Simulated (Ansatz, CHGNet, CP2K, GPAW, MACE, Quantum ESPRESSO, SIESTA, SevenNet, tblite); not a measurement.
## Running Ge(100) slab, H on both faces (90 atoms) with tblite

How near does tblite come to plane waves for Ge(100) slab, H on both faces (90 atoms)?

Program: tblite 0.8.0. Level of theory: the method is named at each step. Results are calculated unless marked as measured.

## 1. The starting structure

The cell holds 90 atoms: 54 Ge and 36 H. Cell: a = 12.002 Å, b = 12.002 Å, c = 20.839 Å, α = 90.0°, β = 90.0°, γ = 90.0°. It derives from Ge (diamond-structure). Diamond-structure Ge (a = 5.658 Å), (100) slab of 6 atomic planes, 3 x 3 surface cells, H on the broken bonds of both faces, 12 Å of vacuum; displaced by a Gaussian of 0.02 Å. Then every atom was moved at random, 0.03 Å r.m.s. a Cartesian component (hydrogen 0.6 of that). Regions: slab, 54 atoms (54 Ge); hydrogen, 36 atoms (36 H). Vacuum lies along c.

The yardstick, on the same geometry:

* method: Kohn-Sham DFT, PBE, SSSP efficiency 1.3.0 pseudopotentials, plane waves (Quantum ESPRESSO 7.5); sssp-pbe-1.3.0-efficiency, cutoffs 45/360 Ry, Γ point
* r.m.s. force component: 0.5675 eV/Å
* longest force: 3.336 eV/Å
* gap (highest filled to lowest empty level): 1.209 eV
* time: 5.9 min on 4 MPI ranks of Arm Neoverse V2, shared host
* CPU time: 23 min

## 2. GFN1-xTB

Method: GFN1-xTB tight binding, diagonalisation.

Input file run.py:

```python
import numpy as np
from ase.io import read
from tblite.ase import TBLite

atoms = read("structure.xyz")
atoms.calc = TBLite(method="GFN1-xTB", electronic_temperature=580, accuracy=1.0, max_iterations=250, mixer_damping=0.4, verbosity=1)
energy = atoms.get_potential_energy()
forces = atoms.get_forces()
print(f"energy {energy:.6f} eV")
print("forces (eV/A)")
for i, (a, f) in enumerate(zip(atoms, forces)):
    print(f"{i:4d} {a.symbol:2s} {f[0]:10.5f} {f[1]:10.5f} {f[2]:10.5f}")
print("charges (e)")
print(np.array2string(atoms.get_charges(), precision=4, suppress_small=True, max_line_width=110, threshold=100000))
```

Input file structure.xyz:

```xyz
90
Lattice="12.00243 0.00000 0.00000 0.00000 12.00243 0.00000 0.00000 0.00000 20.83919" Properties=species:S:1:pos:R:3 pbc="T T T"
Ge 1.99888 2.07114 6.88881
Ge 0.04873 2.03249 8.29483
Ge 12.00219 4.01241 9.74045
Ge 2.09358 0.01476 11.13771
Ge 2.01545 2.00321 12.48955
Ge 0.06493 2.03705 13.97038
Ge 2.03717 5.98393 6.87193
Ge 11.97770 5.96929 8.32171
Ge 0.04981 8.01138 9.74982
Ge 1.96252 4.05358 11.14501
Ge 2.01821 5.99725 12.52498
Ge 0.07994 6.00698 13.92350
Ge 1.99420 9.96826 6.88923
Ge 0.04573 9.97378 8.25586
Ge 0.08606 11.96510 9.73565
Ge 2.04605 7.96649 11.07270
Ge 2.04377 10.04087 12.51748
Ge 0.02629 10.00931 13.96017
Ge 6.00398 2.05794 6.89194
Ge 3.93152 2.03453 8.32276
Ge 4.03942 4.01349 9.69939
Ge 6.02210 0.02581 11.10854
Ge 6.01586 1.98544 12.52352
Ge 4.11611 1.96792 13.93454
Ge 5.98573 6.01430 6.89402
Ge 4.05406 5.99809 8.28712
Ge 4.03078 7.99434 9.60541
Ge 5.95717 3.98133 11.10666
Ge 6.07407 5.97949 12.51789
Ge 4.01625 5.97121 13.97351
Ge 5.99521 10.04351 6.85734
Ge 4.06414 9.94713 8.30629
Ge 4.01421 0.00648 9.70564
Ge 6.01694 7.98354 11.15814
Ge 6.05955 10.01363 12.53852
Ge 4.04350 10.05324 13.98747
Ge 9.95986 1.98976 6.86464
Ge 7.99086 2.03009 8.25670
Ge 7.96541 4.01181 9.77983
Ge 10.01027 11.96438 11.17022
Ge 10.07928 1.99096 12.51185
Ge 8.03239 1.99072 14.01873
Ge 10.00295 6.01706 6.87006
Ge 7.95245 6.04766 8.29400
Ge 8.06647 8.02987 9.72982
Ge 10.04483 4.01253 11.13896
Ge 10.01747 5.98669 12.56499
Ge 8.06383 5.98489 13.92120
Ge 10.02311 9.91821 6.87860
Ge 7.97910 10.01063 8.27545
Ge 8.02386 11.98155 9.74503
Ge 10.00307 7.99062 11.12271
Ge 10.00871 10.04759 12.54457
Ge 8.03803 9.97870 13.90578
H 1.97812 0.76672 6.03607
H 1.99540 3.26778 6.04941
[... 30 atom lines left out ...]
H 10.07172 11.28721 5.97355
H 10.04387 8.78626 6.02315
H 8.01126 11.26248 14.81604
H 8.02314 8.75313 14.81958
```

The run is started by

```
OMP_NUM_THREADS=1 python run.py > output.txt
```

Log:

```text
------------------------------------------------------------
  cycle        total energy    energy error   density error
------------------------------------------------------------
      1     -105.4025215578  -1.0566188E+02   3.7649952E-01
      2     -102.4285186978   2.9740029E+00   3.4069073E-01
      3     -77.09544647569   2.5333072E+01   5.0231611E-01
      4     -109.2932360140  -3.2197790E+01   1.1175440E-01
      5     -108.6710447015   6.2219131E-01   1.3506814E-01
      6     -109.8241185826  -1.1530739E+00   3.8018196E-02
      7     -109.8262224255  -2.1038429E-03   3.2824190E-02
      8     -109.9525508449  -1.2632842E-01   2.3044378E-02
      9     -110.0565795755  -1.0402873E-01   6.4655126E-03
     10     -110.0566615863  -8.2010822E-05   6.3548017E-03
     11     -110.0602833440  -3.6217577E-03   2.3654544E-03
     12     -110.0604937339  -2.1038993E-04   1.7062203E-03
     13     -110.0607501756  -2.5644176E-04   1.2320461E-03
     14     -110.0608894953  -1.3931966E-04   4.6756109E-04
     15     -110.0609048056  -1.5310285E-05   2.2980184E-04
     16     -110.0609062442  -1.4386488E-06   1.6062161E-04
     17     -110.0609075836  -1.3393414E-06   7.4795380E-05
     18     -110.0609076340  -5.0410492E-08   6.1622430E-05
     19     -110.0609078802  -2.4622229E-07   3.7345248E-05
     20     -110.0609080098  -1.2956062E-07   1.1198450E-05
------------------------------------------------------------
 total:                                   3.275 sec
energy -2994.909854 eV
forces (eV/A)
   0 Ge   -0.08736   -1.21310    0.54762
   1 Ge   -0.69254   -0.37209   -0.29550
   2 Ge   -0.04696   -0.15725   -0.29492
   3 Ge   -0.43274   -0.08365   -0.10811
   4 Ge    0.51516    0.28317    1.04386
   5 Ge   -0.18701   -0.72606    0.02013
   6 Ge   -0.24059   -0.16665    1.76039
   7 Ge    0.41259    0.46837   -0.68763
   8 Ge   -0.43819   -0.20860   -0.40103
   9 Ge    0.57231   -0.46243   -0.32169
  10 Ge    0.48273    0.39456    0.66983
  11 Ge   -0.56102    0.46235   -0.32742
  12 Ge    0.67794    0.25429   -0.11888
  13 Ge   -0.46500    0.05380    0.00117
  14 Ge   -0.35259    0.19296   -0.23484
  15 Ge    0.32251    0.42698    0.34103
  16 Ge    0.04122   -0.57698    0.74628
  17 Ge    0.00425    0.08223   -0.58656
  18 Ge   -0.50598   -1.56690    1.32286
  19 Ge    0.69315   -0.21586   -0.72228
  20 Ge   -0.83544    0.13723    0.12906
  21 Ge   -0.05066   -0.33192    0.04920
  22 Ge    0.80303    0.15001    0.57878
  23 Ge   -1.03195   -0.24921   -0.05326
[...]
82 H     0.03176   -0.67665   -0.28893
  83 H     0.00405    1.42398    0.14461
  84 H    -0.03045    1.28059   -0.20517
  85 H     0.02664   -1.29236   -0.15212
  86 H     0.02413   -1.97237    0.42136
  87 H     0.03244   -0.60604   -1.18670
  88 H    -0.02915   -1.45112   -0.24371
  89 H     0.01468    1.06715   -0.01426
charges (e)
[ 0.1099 -0.0237 -0.0114 -0.0093 -0.0248  0.1262  0.0832 -0.0335 -0.0265 -0.015  -0.009   0.1037  0.1194
 -0.0135 -0.0257 -0.0118 -0.0199  0.1077  0.0953 -0.017  -0.0128 -0.0168 -0.013   0.1088  0.1115 -0.0251
 -0.0079 -0.0106 -0.0221  0.104   0.1146 -0.0114 -0.0081 -0.0201 -0.0246  0.0961  0.1106 -0.0217 -0.0247
 -0.0048 -0.0333  0.106   0.1111 -0.0273 -0.0224 -0.0112 -0.0148  0.1197  0.1082 -0.0191 -0.0206 -0.0141
 -0.0206  0.1125 -0.0403 -0.0266 -0.0422 -0.0322 -0.0279 -0.0307 -0.0382 -0.0414 -0.0408 -0.04   -0.0362
 -0.0324 -0.047  -0.0296 -0.0383 -0.0435 -0.0397 -0.0343 -0.0308 -0.0386 -0.0384 -0.0254 -0.0387 -0.0289
 -0.027  -0.0374 -0.0295 -0.0349 -0.0373 -0.0362 -0.0394 -0.0402 -0.0501 -0.0259 -0.0468 -0.0337]
```

The job ended after 3.7 s (1 thread of Arm Neoverse V2, shared host; peak memory 0.17 GiB).

Banners, paths, timers and routine set-up lines are dropped from the logs unmarked, and long logs keep their key lines alone; longer cuts are marked.

Numbers from this run, and their distance from the reference:

| Item | Value |
| --- | --- |
| r.m.s. force component | 0.6116 eV/Å |
| r.m.s. difference of force components | 361.8 meV/Å |
| longest difference of force vectors | 1108 meV/Å |
| force difference over r.m.s. force | 63.75 % |
| slope of forces against the reference's | 0.8776 |
| correlation of force components | 0.8143 |

Length of the force difference by element (eV/Å):

```
element  atoms  mean  most
     Ge     54  0.28  0.63
      H     36  0.91   1.1
```

A closer look about Ge49, which bears the longest force: 9 atoms, nearest first, numbered in the order of the input, with positions taken from that point.

```
atom      x      y      z  distance (Å)  bonds  Mulliken charge (e)     Fx     Fy  Fz (eV/Å)
Ge49   0.00   0.00   0.00          0.00      4                 0.11  -0.09   2.55       1.17
 H88   0.02  -1.13  -0.86          1.42      1                -0.03   0.03  -0.61      -1.19
 H87   0.05   1.37  -0.91          1.64      1                -0.05   0.02  -1.97       0.42
Ge14   2.03   0.06   1.38          2.45      4                -0.01  -0.47   0.05       0.00
Ge50  -2.04   0.09   1.40          2.48      4                -0.02   0.30   0.00      -0.40
 H83  -0.03  -2.68  -0.88          2.82      1                -0.04   0.03  -0.68      -0.29
 H79  -0.04   2.81  -0.88          2.94      1                -0.03  -0.05   1.17       0.02
Ge43  -0.02  -3.90  -0.01          3.90      4                 0.11  -0.27  -0.66       0.65
Ge45  -1.96  -1.89   2.85          3.94      4                -0.02  -0.70   0.00      -0.24
```

Atoms are counted from 1 here, from 0 in the log.

Forces lie 64 % from the reference's, at 0.0026 times its CPU time (on 1 against 4 cores).

The difference per atom is largest on H (0.91 eV/Å on average, against 0.28 on Ge).

## 3. Results

```json
{"force difference from the reference": "tblite GFN1-xTB, 64 %", "its CPU time": "3.7 s"}
```

Tight binding differs by 64 % (tblite GFN1-xTB); it is another model, with fitted parameters of its own, and the xTB methods hold dispersion. One electronic-structure run takes under half the reference's CPU time: tblite GFN1-xTB, at 64 % in 3.7 s against 23 min, too far off to be of use. Periodic xTB results under one method name differ between programs and library versions. The electronic-structure runs sample only Γ, in a cell whose shortest periodic width is 12 Å.

[Also dropped from logs without a mark: logging warnings of Python, and SIESTA's first energy breakdown and zero terms.]

[Logs are printed without paths, hosts, clocks, repeated set-up lines and the standing remarks that a program may print on its own settings, such as how far it seeks lower states.]

[Hosts, paths, dates, database ids (printed as entryN), source tags and the programs' standing remarks are cut or masked in the printed files.]
